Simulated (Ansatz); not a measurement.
# CdSe (P6_3mc): least direct gap against volume

The cell of CdSe (P6_3mc) is scaled evenly and the response computed anew at each volume, on one mesh. The atoms keep their fractional positions.

Cell: a, b, c = 4.300, 4.300, 7.020 Å (primitive vectors), 4 atoms.

Method: Ansatz 0.2.0, PBE, independent particles, k-mesh 6×6×3 with interpolation inside its cells, Gaussian parameter 0.1 eV.

Launch of the response step: `ansatz run input.yaml --threads 4 --pin off --max-ram 8192MiB --backend cpu --events-out ev --progress --plain --runs-dir out`. The series took 5.5 min in all, on 4 threads of Arm Neoverse V2, on a shared host.

```
V/V₀  V (Å³, primitive cell)  least direct gap (eV)
0.94                  105.67                 0.8332
0.96                  107.91                 0.7890
0.98                  110.16                 0.7455
1.00                  112.41                 0.7026
1.02                  114.66                 0.6605
1.04                  116.91                 0.6190
1.06                  119.15                      ?
```

For small changes the quantity should be close to linear in ln V.

Working, on the rows shown:

| x = ln(V/V₀) | y = least direct gap |
| --- | --- |
| -0.0618754 | 0.8332 |
| -0.040822 | 0.789 |
| -0.0202027 | 0.7455 |
| 0 | 0.7026 |
| 0.0198026 | 0.6605 |
| 0.0392207 | 0.619 |

Means: x̄ = -0.010646, ȳ = 0.72497. Σ(x − x̄)(y − ȳ) = -0.01516, Σ(x − x̄)² = 0.007154. Slope = -0.01516 / 0.007154 = -2.119; intercept = ȳ − slope · x̄ = 0.70241. The line misses the rows shown by at most 0.00032 eV.

Problem. Fill in the last column of the withheld row.

Solution. At x = 0.058269 the line gives y = 0.57893 eV. The run gave 0.5736 eV, so the extrapolation is off by 0.0053 eV, 2 % of the range in the table.

Between the rows on either side of x = 0 the slope is (0.6605 − 0.7455) / (0.019803 − (-0.020203)) = -2.125. That is a volume deformation potential of -2.1 eV: the least direct gap on this mesh widens by 21 meV for each per cent of compression. The cell comes from an older database entry, whose edges can be off by a per cent or so. PBE gaps are as a rule too small. Spin-orbit coupling is left out.

[Logs are printed without paths, hosts, clocks, repeated set-up lines and the standing remarks that a program may print on its own settings, such as how far it seeks lower states.]
